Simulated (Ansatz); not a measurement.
# Cd2C (model cell, started as antifluorite): following an unstable mode, part 2 of 3

Wanted: the energy along a soft mode of Cd2C (model cell, started as antifluorite) and the structure at the end.

Ansatz 0.2.0; DFT PBEsol, scalar-relativistic, plane waves, PAW.

So far, highest frequency on the path or at a solved wavevector (cm⁻¹): step 2 (the dispersion) 378. Also lowest frequency on the path (cm⁻¹): step 2 -35.6.

The structure was built from a prototype and need not be the compound's stable phase.

**4. The mode frozen in, largest atomic shift 0.45 Å**

The atoms are moved along the unstable eigenvector, the largest shift by 0.45 Å, with the cell fixed.

input.yaml reads:

```yaml
crystal:
  lattice:
    - [0.0, -2.8883649712, -2.8883649712]
    - [0.0, 2.8883649712, -2.8883649712]
    - [5.7767299423, 0.0, 0.0]
  atoms:
    - { symbol: C, position: [0.5, 0.5, 0.5] }
    - { symbol: C, position: [0.0, 1.0, 0.0] }
    - { symbol: Cd, position: [0.0, 0.5, 0.6721012572] }
    - { symbol: Cd, position: [0.5, 0.0, 0.3278987428] }
    - { symbol: Cd, position: [1.0, 0.5, 0.1721012572] }
    - { symbol: Cd, position: [0.5, 0.0, 0.8278987428] }
kpoints:
  mp_grid: { grid: [10, 10, 6] }
hamiltonian:
  xc: pbesol
scf:
  occupations: { method: methfessel_paxton, width: 0.2 }
output:
  forces: true
  stress: true
  eigenvalues: true
```

Command:

```
> ansatz run input.yaml --threads 4 --pin off --max-ram 7168MiB --backend cpu --events-out ev --progress --plain --runs-dir out
```

Numbers of over 12 decimals in the logs are rounded to 6 here.

The program printed:

```text
[...]
Crystal: 6 atoms, lattice volume = 96.386 Å³
Basis set: ecut = 420 eV, 1891 PW (Γ), exchange–correlation on 60×60×80 points (8 copies of the dense FFT grid, shifted against one another)
Bands: 53, of which v1, the nominal top of the filled ones, is band 44 counted from 1 (43 counted from 0)
Symmetry: 16 space group operations
[...]
k-points: 84 of 600
[...]
k-point 0: bands = [... 40 lower, 11.5508, 13.1619, 14.3125, 14.3125, 14.8124, 15.3975, 16.2117, 18.5834, ... 5 higher]
  k-point 1: bands = [... 40 lower, 11.7275, 12.9021, 14.1102, 14.1102, 15.0855, 15.5621, 16.2885, 18.0827, ... 5 higher]
  k-point 2: bands = [... 40 lower, 12.1988, 12.3611, 13.5878, 13.5878, 15.6105, 15.9370, 16.5080, 17.3083, ... 5 higher]
  k-point 83: bands = [... 40 lower, 10.2502, 10.2502, 11.1005, 11.1005, 17.2455, 17.2455, 18.4900, 18.4900, ... 5 higher]
[key lines of the parts left out:]
SCF converged after 6 iterations
Free energy (F): -33223.070440 eV
Fermi energy:    14.539365 eV
P = ⅓ Tr σ = 2.6904 GPa (26.904 kbar)
```

It took 2.5 s on 4 threads of AMD EPYC 9R14 (Zen 4), shared host; peak memory 0.65 GiB.

Numbers from this step:

* pressure: 2.690 GPa
* gap on the k-mesh: 0.006195 eV
* energy from the undistorted cell: -12.79 meV/atom

The energy, extrapolated to zero smearing, is -12.79 meV/atom against the undistorted cell.

The run ends at a pressure of 2.69 GPa, with forces up to 0.040 eV/Å.

**5. Energy along the mode, all amplitudes (two of the runs are shown above)**

An imaginary frequency means negative curvature, so the energy should fall and then rise again as anharmonic terms take over.

Numbers from this step:

```
depth at the lowest point sampled  : 12.79 meV/atom
largest atomic shift at that point : 0.45 Å
```

Energy from the parent against largest atomic shift:

```csv
largest atomic shift (Å),energy from the parent (meV/atom)
0.000,0
0.040,-0.284
0.080,-1.11
0.140,-3.23
0.220,-7.05
0.320,-11.6
0.450,-12.8
0.600,-0.244
```

Displacement at unit largest shift by atom:

| atom | x (Å) | y (Å) | z (Å) | size |
| --- | --- | --- | --- | --- |
| C1 | 0.00 | 0.00 | 0.00 | 0.00 |
| C2 | 0.00 | 0.00 | 0.00 | 0.00 |
| Cd3 | -1.00 | 0.00 | 0.00 | 1.00 |
| Cd4 | 1.00 | 0.00 | 0.00 | 1.00 |
| Cd5 | -1.00 | 0.00 | 0.00 | 1.00 |
| Cd6 | 1.00 | 0.00 | 0.00 | 1.00 |

The lowest of the steps tried is at 0.45 Å, 12.8 meV/atom below the parent; the bottom of the well need not coincide with a step.

**6. Relaxing from the distorted cell**

Starting from the lowest point found, all atoms and the cell are let go, so that strain and other modes of the same symmetry can join in.

input.yaml, as its differences from that of step 4:

```diff
@@ -22 +22,6 @@
   eigenvalues: true
+relax:
+  adjacent_minimum: "off"
+  f_tol: 0.002
+  max_steps: 120
+  cell: { stress_tol: 0.03 }
```

The program printed:

```text
[...]
Crystal: 6 atoms, lattice volume = 96.386 Å³
Basis set: ecut = 420 eV, 1891 PW (Γ), exchange–correlation on 60×60×80 points (8 copies of the dense FFT grid, shifted against one another)
Bands: 53, of which v1, the nominal top of the filled ones, is band 44 counted from 1 (43 counted from 0)
Symmetry: 16 space group operations
[...]
k-points: 84 of 600
[...]
SCF iter   1: F=—  HF=-33223.088897 eV  |F-HF|=—  |Δ(HF+E_count)|=         —  Δρ=8.36e-3  dr2=7.12e-2  ethr=1.77e-3  ⟨swp⟩=6.2  Hψ=14675  notcnv=0
[...]
SCF iter   6: F=-33223.070440 eV  HF=-33223.070440 eV  |F-HF|=6.80e-9  |Δ(HF+E_count)|=   3.52e-7  S|Δr|=    0.00e0  Δρ=7.70e-6  dr2=4.53e-8  ethr=1.14e-10  ⟨swp⟩=8.5  Hψ=18063  notcnv=0
SCF 1 converged in 6 iterations: F = -33223.070440 eV  dr2 = 4.53e-8
[...]
relax step   1: F+E_penalty+E_count = -33223.07044018 eV  Δ(F+E_penalty+E_count) = +0.000e0 eV  max|allowed force component| = 3.973e-2 eV/Å  Δτ_max = 0.0000 Å  P = +2.690 GPa  Ω = 96.386 Å³  (6 SCF iters, dr2 threshold 1.00e-7 eV, accepted)
Crystal: 6 atoms, lattice volume = 100.649 Å³
Basis set: ecut = 420 eV, 1957 PW (Γ), exchange–correlation on 60×60×80 points (8 copies of the dense FFT grid, shifted against one another)
[...]
SCF iter   6: F=-33223.143071 eV  HF=-33223.143071 eV  |F-HF|=5.96e-8  |Δ(HF+E_count)|=   2.36e-8  S|Δr|=    0.00e0  Δρ=1.99e-5  dr2=5.39e-7  ethr=6.82e-10  ⟨swp⟩=2.4  Hψ=16906  notcnv=0
SCF 2 converged in 6 iterations: F = -33223.143071 eV  dr2 = 5.39e-7
[...]
relax step   2: F+E_penalty+E_count = -33223.14307148 eV  Δ(F+E_penalty+E_count) = -7.263e-2 eV  max|allowed force component| = 1.078e-1 eV/Å  Δτ_max = 0.0111 Å  P = -1.048 GPa  Ω = 100.649 Å³  energy of the carried Pulay correction = -3.483e-3 eV  (6 SCF iters, dr2 threshold 6.00e-7 eV, accepted)
Crystal: 6 atoms, lattice volume = 100.196 Å³
[...]
SCF iter   5: F=-33223.148913 eV  HF=-33223.148913 eV  |F-HF|=2.56e-8  |Δ(HF+E_count)|=   2.85e-7  S|Δr|=    0.00e0  Δρ=1.26e-5  dr2=2.39e-7  ethr=6.82e-10  ⟨swp⟩=4.5  Hψ=14322  notcnv=0
SCF 3 converged in 5 iterations: F = -33223.148913 eV  dr2 = 2.39e-7
relax step   3: F+E_penalty+E_count = -33223.14891271 eV  Δ(F+E_penalty+E_count) = -5.841e-3 eV  max|allowed force component| = 9.289e-2 eV/Å  Δτ_max = 0.0072 Å  P = -0.521 GPa  Ω = 100.196 Å³  energy of the carried Pulay correction = -3.120e-3 eV  (5 SCF iters, dr2 threshold 6.00e-7 eV, accepted)
[... from here on, the SCF cycles and remarks between the steps are left out ...]
relax step   4: F+E_penalty+E_count = -33223.16298482 eV  Δ(F+E_penalty+E_count) = -1.407e-2 eV  max|allowed force component| = 4.032e-2 eV/Å  Δτ_max = 0.0445 Å  P = +0.693 GPa  Ω = 99.768 Å³  energy of the carried Pulay correction = -2.775e-3 eV  (6 SCF iters, dr2 threshold 6.00e-7 eV, accepted)
relax step   5: F+E_penalty+E_count = -33223.17342859 eV  Δ(F+E_penalty+E_count) = -1.044e-2 eV  max|allowed force component| = 8.632e-3 eV/Å  Δτ_max = 0.0634 Å  P = -0.021 GPa  Ω = 101.874 Å³  energy of the carried Pulay correction = -4.456e-3 eV  (5 SCF iters, dr2 threshold 6.00e-7 eV, accepted)
relax step   6: F+E_penalty+E_count = -33223.17384014 eV  Δ(F+E_penalty+E_count) = -4.116e-4 eV  max|allowed force component| = 1.148e-2 eV/Å  Δτ_max = 0.0096 Å  P = -0.077 GPa  Ω = 102.293 Å³  energy of the carried Pulay correction = -4.786e-3 eV  (5 SCF iters, dr2 threshold 1.32e-7 eV, accepted)
relax step   7: F+E_penalty+E_count = -33223.17399511 eV  Δ(F+E_penalty+E_count) = -1.550e-4 eV  max|allowed force component| = 1.233e-3 eV/Å  Δτ_max = 0.0062 Å  P = -0.001 GPa  Ω = 102.325 Å³  energy of the carried Pulay correction = -4.812e-3 eV  (5 SCF iters, dr2 threshold 6.39e-8 eV, accepted)
relax step   8: F+E_penalty+E_count = -33223.18246698 eV  Δ(F+E_penalty+E_count) = -8.472e-3 eV  max|allowed force component| = 1.790e-3 eV/Å  Δτ_max = 0.0000 Å  P = +0.090 GPa  Ω = 102.325 Å³  stress off target by 2.06e-1 GPa  SCF on the basis re-selected at this cell (its energy is not comparable with the rows above)  (7 SCF iters)
relax step   9: F+E_penalty+E_count = -33223.18250131 eV  Δ(F+E_penalty+E_count) = -3.433e-5 eV  max|allowed force component| = 1.664e-3 eV/Å  Δτ_max = 0.0071 Å  P = +0.002 GPa  Ω = 102.657 Å³  energy of the carried Pulay correction = -2.789e-4 eV  (4 SCF iters, dr2 threshold 1.06e-7 eV, accepted)
relax step  10: F+E_penalty+E_count = -33223.18244738 eV  Δ(F+E_penalty+E_count) = +5.393e-5 eV  max|allowed force component| = 1.385e-4 eV/Å  Δτ_max = 0.0029 Å  P = +0.004 GPa  Ω = 102.744 Å³  energy of the carried Pulay correction = -3.530e-4 eV  (7 SCF iters, accepted)
[...]
SCF iter   4: F=-33223.182837 eV  HF=-33223.182837 eV  |F-HF|=7.28e-12  |Δ(HF+E_count)|=  9.68e-10  S|Δr|=    0.00e0  Δρ=1.32e-7  dr2=1.20e-11  ethr=1.00e-12  ⟨swp⟩=3.7  Hψ=19381  notcnv=0
SCF 11 converged in 4 iterations: F = -33223.182837 eV  dr2 = 1.20e-11
relax step  11: F+E_penalty+E_count = -33223.18283658 eV  Δ(F+E_penalty+E_count) = -3.892e-4 eV  max|allowed force component| = 1.220e-4 eV/Å  Δτ_max = 0.0000 Å  P = +0.005 GPa  Ω = 102.744 Å³  stress off target by 6.89e-3 GPa  SCF on the basis re-selected at this cell (its energy is not comparable with the rows above)  (4 SCF iters)
[...]
SCF converged after 4 iterations
[...]
Free energy (F): -33223.182837 eV
[...]
Internal energy: -33223.184175 eV  (E = F + TS)
E sigma→0 (E₀):  -33223.183171 eV
Entropy (-TS):   0.001338 eV (0.223 meV/atom)
Fermi energy:    13.364756 eV
[...]
--- Forces (eV/Å), atoms counted from 1 ---
  atom   1  C     -0.00000000     0.00000000     0.00000000
  atom   2  C     -0.00000000     0.00000000     0.00000000
  atom   3  Cd     0.00012202    -0.00000000    -0.00000000
  atom   4  Cd    -0.00012202     0.00000000     0.00000000
  atom   5  Cd     0.00012202    -0.00000000     0.00000000
  atom   6  Cd    -0.00012202     0.00000000    -0.00000000
  max |Σ_I F_I| component: 5.55e-17 eV/Å
--- Stress (GPa, compression-positive) ---
        0.006888      -0.000000       0.000000
       -0.000000       0.003565      -0.000000
        0.000000       0.000000       0.003565
  P = ⅓ Tr σ = 0.0047 GPa (0.047 kbar)
--- Band table (eV; the first three rows and the last of 84) ---
  k-point 0: bands = [... 40 lower, 10.8218, 12.1285, 12.9436, 12.9436, 13.5916, 14.4786, 15.5863, 17.6666, ... 5 higher]
  k-point 1: bands = [... 40 lower, 10.9490, 11.8194, 12.7875, 12.7875, 13.8806, 14.5799, 15.6537, 17.2396, ... 5 higher]
  k-point 2: bands = [... 40 lower, 11.2916, 11.2916, 12.3896, 12.3896, 14.4070, 14.8008, 15.8492, 16.5641, ... 5 higher]
  k-point 83: bands = [... 40 lower, 9.3444, 9.3444, 10.3981, 10.3981, 15.1898, 15.1898, 16.7361, 16.7361, ... 5 higher]
--- Relaxed structure (9 steps of the walk, 9 accepted, 2 SCFs on fresh bases) ---
  F+E_penalty+E_count = -33223.18283658 eV   max|allowed force component| = 1.220e-4 eV/Å   (the final SCF, on the basis selected at the relaxed cell)
  cell:  # Å, volume = 102.7445 Å³
    - [0, -2.867324, -2.867324]
    - [0, 2.867324, -2.867324]
    - [6.248490, 0, 0.0]
  atoms:
    - { symbol: C, position: [0.500000, 0.500000, 0.5] }
    - { symbol: C, position: [0.0, 1.000000, 1.2512294248532706e-19] }
    - { symbol: Cd, position: [0.0, 0.500000, 0.645791] }
    - { symbol: Cd, position: [0.500000, 0.0, 0.354209] }
    - { symbol: Cd, position: [1.0, 0.5, 0.145791] }
    - { symbol: Cd, position: [0.500000, 0.0, 0.854209] }
```

Wall time 32 s (4 threads); peak memory 0.74 GiB.

Step by step:

| step | energy less that of the first step (eV) | largest force component (eV/Å) | pressure (GPa) | volume (Å³) |
| --- | --- | --- | --- | --- |
| 1 | 0.0000 | 0.0397 | 2.69 | 96.39 |
| 2 | -0.0726 | 0.1078 | -1.05 | 100.65 |
| 3 | -0.0785 | 0.0929 | -0.52 | 100.20 |
| 4 | -0.0925 | 0.0403 | 0.69 | 99.77 |
| 5 | -0.1030 | 0.0086 | -0.02 | 101.87 |
| 6 | -0.1034 | 0.0115 | -0.08 | 102.29 |
| 7 | -0.1036 | 0.0012 | 0.00 | 102.33 |
| 8* | -0.1120 | 0.0018 | 0.09 | 102.33 |
| 9 | -0.1121 | 0.0017 | 0.00 | 102.66 |
| 10 | -0.1120 | 0.0001 | 0.00 | 102.74 |
| 11* | -0.1124 | 0.0001 | 0.00 | 102.74 |

Relaxation steps marked * repeat the geometry before them on a plane-wave basis chosen anew for their cell, so energy and pressure can jump there.

Forces are held to the 16 operations that the run works with; a distortion that breaks them can't arise in this run.

```
conventional cell, symmetrised  before  after  change
                         a (Å)   4.085  4.055  -0.7 %
                         b (Å)   4.085  4.055  -0.7 %
                         c (Å)   5.777  6.248  +8.2 %
              volume (Å³/atom)   16.06  17.12  +6.6 %
```

The atoms that moved most (Å, as changes of fractional coordinates times the final cell):

```csv
atom,dx,dy,dz,length
Cd4,0.164,0.000,0.000,0.164
Cd5,-0.164,0.000,0.000,0.164
Cd3,-0.164,0.000,0.000,0.164
Cd6,0.164,0.000,0.000,0.164
```

Final coordinates:

```xyz
6
Lattice="0.0000 -2.8673 -2.8673 0.0000 2.8673 -2.8673 6.2485 0.0000 0.0000" Properties=species:S:1:pos:R:3 pbc="T T T"
C     3.1242    0.0000   -2.8673
C     0.0000    2.8673   -2.8673
Cd    4.0352    1.4337   -1.4337
Cd    2.2133   -1.4337   -1.4337
Cd    0.9110   -1.4337   -4.3010
Cd    5.3375   -1.4337   -1.4337
```

This step gave:

* pressure: 0.004673 GPa
* volume per atom: 17.12 Å³
* gap on the k-mesh: 0.05336 eV

The distorted start has space group P4_2/nmc; the relaxation ends in P4_2/nmc.

**7. The new phase in its own primitive cell**

The relaxed structure is symmetrised, reduced to its primitive cell and relaxed tightly, as its phonons need.

input.yaml reads:

```yaml
crystal:
  lattice:
    - [4.0550079998, 0.0, 0.0]
    - [0.0, 4.0550079998, 0.0]
    - [0.0, 0.0, 6.2484902658]
  atoms:
    - { symbol: C, position: [0.5, 0.5, 0.5] }
    - { symbol: C, position: [0.0, 0.0, 0.0] }
    - { symbol: Cd, position: [0.0, 0.5, 0.6457907002] }
    - { symbol: Cd, position: [0.5, 0.0, 0.3542092998] }
    - { symbol: Cd, position: [0.0, 0.5, 0.1457907002] }
    - { symbol: Cd, position: [0.5, 0.0, 0.8542092998] }
kpoints:
  mp_grid: { grid: [8, 8, 6] }
hamiltonian:
  xc: pbesol
scf:
  occupations: { method: methfessel_paxton, width: 0.2 }
output:
  forces: true
  stress: true
  eigenvalues: true
relax:
  adjacent_minimum: "off"
  f_tol: 0.001
  max_steps: 60
  cell: { stress_tol: 0.01 }
```

The program printed:

```text
[...]
Crystal: 6 atoms, lattice volume = 102.744 Å³
Basis set: ecut = 420 eV, 2013 PW (Γ), exchange–correlation on 60×60×90 points (8 copies of the dense FFT grid, shifted against one another)
Bands: 53, of which v1, the nominal top of the filled ones, is band 44 counted from 1 (43 counted from 0)
Symmetry: 16 space group operations
[...]
k-points: 60 of 384
[...]
cell:  # Å, volume = 102.7312 Å³
    - [4.055363, 0, 0.0]
    - [0, 4.055363, 0.0]
    - [0.0, 0.0, 6.246588]
  atoms:
    - { symbol: C, position: [0.5, 0.5, 0.5] }
    - { symbol: C, position: [0, 0, 0] }
    - { symbol: Cd, position: [0, 0.5, 0.645738] }
    - { symbol: Cd, position: [0.5, 0.0, 0.354262] }
    - { symbol: Cd, position: [0, 0.5, 0.145738] }
    - { symbol: Cd, position: [0.5, 0.0, 0.854262] }
[key lines of the parts left out:]
SCF converged after 4 iterations
Free energy (F): -33223.178991 eV
Fermi energy:    13.353307 eV
P = ⅓ Tr σ = 0.0013 GPa (0.013 kbar)
```

It took 7 s on 4 threads; peak memory 0.62 GiB.

Little changed from the start: no atom moved by 0.005 Å and no cell edge by 0.1 %.

This step gave:

- pressure: 0.001349 GPa
- gap on the k-mesh: 0 eV

The largest force component left is 0.35 meV/Å and the pressure is 0.001 GPa, within the tolerances set. The cell now holds 17.12 Å³/atom.

(Continued in part 3 of 3.)

[Logs are printed without paths, hosts, clocks, repeated set-up lines and the standing remarks that a program may print on its own settings, such as how far it seeks lower states.]

[Hosts, paths, dates, database ids (printed as entryN), source tags and the programs' standing remarks are cut or masked in the printed files.]
